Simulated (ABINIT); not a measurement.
Records of electronic-structure calculations.

```
! title: Beyond one shot: GaP (F-43m)
! method: RPA screening on LDA from quasiparticle energies and orbitals, plane waves, norm-conserving pseudopotentials (and 4 further levels or steps)
! program: ABINIT 10.8.3
! settings: cutoff 45 Ha, PseudoDojo scalar-relativistic 0.4.1 stringent, norm-conserving, potential set dojo-sr-lda-0.4.1-stringent, ngkpt (4, 4, 4), nband 165, ecuteps 9.7 Ha, gwcalctyp 28, inclvkb 2, shiftk (0, 0, 0), symchi 1, awtr 1, frequency ppm, cycle 6, q points all but q = 0, 4×4×4 k-mesh
! cost: 19 runs, 76 min in all on 4 MPI ranks of Arm Neoverse V2, shared host
! notes: The cell and positions come from the Crystallography Open Database and are kept as given unless a step says otherwise. Limits: no spin-orbit coupling. The 4×4×4 mesh is coarse for this cell, which bears on the long-range parts of exchange and screening.
! G0W0: 2.362 eV
! QSGW, cycle 1: 2.598 eV
! QSGW, cycle 2: 2.728 eV
! QSGW, cycle 3: 2.669 eV
! QSGW, cycle 4: 2.597 eV
! QSGW, cycle 5: 2.557 eV
! QSGW, cycle 6: 2.542 eV
! known limits: short of the basis limit; no spin-orbit coupling; coarse k mesh
CELL_PARAMETERS angstrom
0.00000 2.72525 2.72525
2.72525 0.00000 2.72525
2.72525 2.72525 0.00000
ATOMIC_POSITIONS crystal
Ga 0.00000 0.00000 0.00000
P 0.25000 0.25000 0.25000
```

[Long decimals in the printed logs are rounded to 6 places.]

[Logs are printed without paths, hosts, clocks, repeated set-up lines and the standing remarks that a program may print on its own settings, such as how far it seeks lower states.]

[Paths, hosts, dates, memory and timing lines, banners, echoed tables and standing remarks are left out of the program output; an Ansatz launch command may be rebuilt from the run's recorded settings. Measured values are a selection of at most five: reports struck by readers or far from the other reports are left out. None is set beside runs whose start may be inverted or whose files or cutoffs have a known fault.]

[Runs of the session that timed out or met a known fault of the program may be left out.]

[Hosts, paths, dates, database ids (printed as entryN), source tags and the programs' standing remarks are cut or masked in the printed files.]

[G0W0 gaps are taken among the corrected bands and points alone; a level outside them can change the order at an edge.]

[Where Ansatz stands beside ABINIT at settings called matched, ABINIT's density can come from a denser mesh and the files from another edition; pairs whose starting gaps differed by over 0.03 eV were left out, so agreement reads better than it is.]
